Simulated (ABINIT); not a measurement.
## BAs (F-43m): G0W0 in ABINIT against the screening cutoff in the self-energy

How does the gap of BAs (F-43m) converge in the screening cutoff in the self-energy?

Main program and level: ABINIT 10.8.3; LDA and many-body steps on it, plane waves.

Most raw output is cut from this account.

## (1) Starting point

The structure is cubic, space group F-43m (No. 216). The conventional cell has a = 4.777 Å, b = 4.777 Å, c = 4.777 Å, α = 90.00°, β = 90.00°, γ = 90.00°. B has 4 As at 2.07 Å nearest. As has 4 B at 2.07 Å nearest. Farther neighbours are not listed.

The cell and positions come from the Crystallography Open Database and are kept as given unless a step says otherwise.

## (2) Screening, 4×4×4 mesh, 90 bands, screening to 217.7 eV

This step: ABINIT 10.8.3; RPA screening on LDA, plane waves, norm-conserving pseudopotentials.

The RPA dielectric matrix is built and inverted for each q.

run.abi

```
acell 3*1.0 Angstrom
rprim 
  -0.000000000000 2.388500000000 2.388500000000
  2.388500000000 -0.000000000000 2.388500000000
  2.388500000000 2.388500000000 -0.000000000000
ntypat 2
znucl 5 33
natom 2
typat 1 2
xred 
  0.000000000000 0.000000000000 0.000000000000
  0.250000000000 0.250000000000 0.250000000000
pp_dirpath "pseudos"
pseudos "B.upf, As.upf"
ecut 34
ngkpt 4 4 4
nshiftk 1
shiftk 0 0 0
kptopt 1
chksymbreak 0
istwfk *1
occopt 1
irdwfk 1
optdriver 3
nband 90
ecuteps 8
inclvkb 2
awtr 1
symchi 1
indata_prefix "in"
outdata_prefix "out"
tmpdata_prefix "tmp"
```

Launch:

```bash
OMP_NUM_THREADS=1 mpirun -n 4 abinit run.abi > log
```

Wall time 14 s (4 MPI ranks of Arm Neoverse V1, shared host); peak memory 0.52 GiB.

Numbers from this step:

| Property | Result |
| --- | --- |
| ε∞ with local fields, on this mesh, along the program's q direction | 14.15 |
| the same without local fields | 15.49 |
| plasma frequency | 30.18 eV |
| plane waves in the screening matrix | 181 |

Local fields lower ε∞ by 9 %. On a Γ-centred mesh this coarse the value itself is usually too large, while a short band sum pulls it down.

## (3) 0.8 Ha

This step: G0W0 on LDA, plane waves, norm-conserving pseudopotentials.

run.abi: that of step 2 with these lines changed.

```diff
@@ -23,8 +23,17 @@
 irdwfk 1
-optdriver 3
+optdriver 4
 nband 90
-ecuteps 8
-inclvkb 2
-awtr 1
-symchi 1
+gwcalctyp 0
+ecutsigx 34
+symsigma 1
+nkptgw 2
+kptgw 
+  0.0000000000 0.0000000000 0.0000000000
+  0.5000000000 0.5000000000 0.0000000000
+bdgw 
+  7 12
+  8 11
+ecuteps 0.8
+irdscr 1
+ppmodel 1
 indata_prefix "in"
```

It took 2.6 s on 4 MPI ranks; peak memory 0.11 GiB; 10 s of CPU time.

Numbers from this step:

| Quantity | Value |
| --- | --- |
| G0W0 gap on the points computed | 2.122 eV |
| starting gap on the mesh | 1.351 eV |
| k of the valence top | 0, 0, 0 |
| k of the conduction bottom | 0.5, 0.5, 0 |
| Z at the valence top | 0.834 |
| Z at the conduction bottom | 0.836 |
| least direct G0W0 gap on the computed points | 4.02 eV |

## (4) 1.6 Ha

run.abi: that of step 3 with these lines changed.

```diff
@@ -35,3 +35,3 @@
   8 11
-ecuteps 0.8
+ecuteps 1.6
 irdscr 1
```

The job ended after 2.6 s (4 MPI ranks; peak memory 0.11 GiB; 10 s of CPU time).

Numbers from this step:

```
G0W0 gap on the points computed              : 2.026 eV
starting gap on the mesh                     : 1.351 eV
k of the valence top                         : 0, 0, 0
k of the conduction bottom                   : 0.5, 0.5, 0
Z at the valence top                         : 0.818
Z at the conduction bottom                   : 0.826
least direct G0W0 gap on the computed points : 3.912 eV
```

## (5) 2.8 Ha

The self-energy is evaluated for the states that the input lists, and the levels follow from it, in one-shot runs by the linearised quasiparticle equation.

run.abi: that of step 4 with these lines changed.

```diff
@@ -35,3 +35,3 @@
   8 11
-ecuteps 1.6
+ecuteps 2.8
 irdscr 1
```

Elapsed: 3.3 s, on 4 MPI ranks; peak memory 0.44 GiB; 13 s of CPU time.

This step gave:

```yaml
g0w0_gap_on_the_points_computed: 2.213 eV
starting_gap_on_the_mesh: 1.351 eV
k_of_the_valence_top: 0, 0, 0
k_of_the_conduction_bottom: 0.5, 0.5, 0
least_direct_g0w0_gap_on_the_computed_points: 4.021 eV
```

The gap on the mesh goes from 1.35 eV to 2.21 eV, a correction of +0.86 eV.

## (6) 4 Ha

run.abi: that of step 5 with these lines changed.

```diff
@@ -35,3 +35,3 @@
   8 11
-ecuteps 2.8
+ecuteps 4
 irdscr 1
```

The job ended after 3.5 s (4 MPI ranks; peak memory 0.45 GiB; 14 s of CPU time).

This step gave:

```
G0W0 gap on the points computed              : 2.279 eV
starting gap on the mesh                     : 1.351 eV
k of the valence top                         : 0, 0, 0
k of the conduction bottom                   : 0.5, 0.5, 0
least direct G0W0 gap on the computed points : 4.074 eV
```

Against the run before, the gap moves by +0.066 eV.

## (7) 6 Ha

run.abi: that of step 6 with these lines changed.

```diff
@@ -35,3 +35,3 @@
   8 11
-ecuteps 4
+ecuteps 6
 irdscr 1
```

Run time: 4.9 s. Hardware: 4 MPI ranks; peak memory 0.44 GiB; 19 s of CPU time.

This step gave:

```yaml
g0w0_gap_on_the_points_computed: 2.346 eV
starting_gap_on_the_mesh: 1.351 eV
k_of_the_valence_top: 0, 0, 0
k_of_the_conduction_bottom: 0.5, 0.5, 0
least_direct_g0w0_gap_on_the_computed_points: 4.125 eV
```

Against the run before, the gap moves by +0.067 eV.

## (8) 8 Ha

run.abi: that of step 7 with these lines changed.

```diff
@@ -35,3 +35,3 @@
   8 11
-ecuteps 6
+ecuteps 8
 irdscr 1
```

It took 6.4 s on 4 MPI ranks; peak memory 0.53 GiB; 25 s of CPU time.

This step gave:

```yaml
g0w0_gap_on_the_points_computed: 2.355 eV
starting_gap_on_the_mesh: 1.351 eV
k_of_the_valence_top: 0, 0, 0
k_of_the_conduction_bottom: 0.5, 0.5, 0
least_direct_g0w0_gap_on_the_computed_points: 4.132 eV
```

Against the run before, the gap moves by +0.009 eV.

## (9) Side by side

Times are wall times on 4 MPI ranks of Arm Neoverse V1, shared host, good to a factor of about two. A run's time includes the screening step that it read.

```tsv
run	mesh	bands	screening cutoff (eV)	DFT gap (eV)	gap on the mesh (eV)	direct (eV)	ε∞ used	time
0.8 Ha	4×4×4	90	21.8	1.351	2.122	4.020	14.15	16 s
1.6 Ha	4×4×4	90	43.5	1.351	2.026	3.912	14.15	16 s
2.8 Ha	4×4×4	90	76.2	1.351	2.213	4.021	14.15	17 s
4 Ha	4×4×4	90	108.8	1.351	2.279	4.074	14.15	17 s
6 Ha	4×4×4	90	163.3	1.351	2.346	4.125	14.15	18 s
8 Ha	4×4×4	90	217.7	1.351	2.355	4.132	14.15	20 s
```

## (10) Outcome

- 0.8 Ha: 2.122 eV
- 1.6 Ha: 2.026 eV
- 2.8 Ha: 2.213 eV
- 4 Ha: 2.279 eV
- 6 Ha: 2.346 eV
- 8 Ha: 2.355 eV
- known limits: not at the basis limit; exchange with frozen shells missing; no spin-orbit coupling; coarse k mesh

What this shows: The setting moved: screening cutoff in the self-energy. From 0.8 Ha to 8 Ha the gap moves by +0.23 eV, not steadily: it passes through 2.03 eV. It holds to 0.03 eV from 6 Ha on. Bands and screening cutoff are coupled, so a series along one setting does not show full convergence. Bands and cutoff are finite, so the gap is not at the basis limit. The miss can reach some tenths of an eV and take either sign; the mesh is an error of its own. In the G0W0 runs levels were corrected at 2 k points alone, so a gap called «on the mesh» is the least over those, and an edge elsewhere would be missed. The 4×4×4 mesh is coarse for this cell, which bears on the long-range parts of exchange and screening. The norm-conserving file of at least one element keeps a d shell over frozen s and p shells of the same row. Exchange with those shells is missing from the self-energy, an error of 0.3 to 0.9 eV in cases checked, whose sign depends on which edge lies on those atoms. The many-body steps are scalar-relativistic: spin-orbit coupling is not in them.

[Paths, hosts, dates, memory and timing lines, banners, echoed tables and standing remarks are left out of the program output.]

[Logs are printed without paths, hosts, clocks, repeated set-up lines and the standing remarks that a program may print on its own settings, such as how far it seeks lower states.]

[Runs of the session that timed out or met a known fault of the program may be left out.]

[Hosts, paths, dates, database ids (printed as entryN), source tags and the programs' standing remarks are cut or masked in the printed files.]

[G0W0 gaps are taken among the corrected bands and points alone; a level outside them can change the order at an edge.]

[Where Ansatz stands beside ABINIT at settings called matched, ABINIT's density can come from a denser mesh and the files from another edition; pairs whose starting gaps differed by over 0.03 eV were left out, so agreement reads better than it is.]
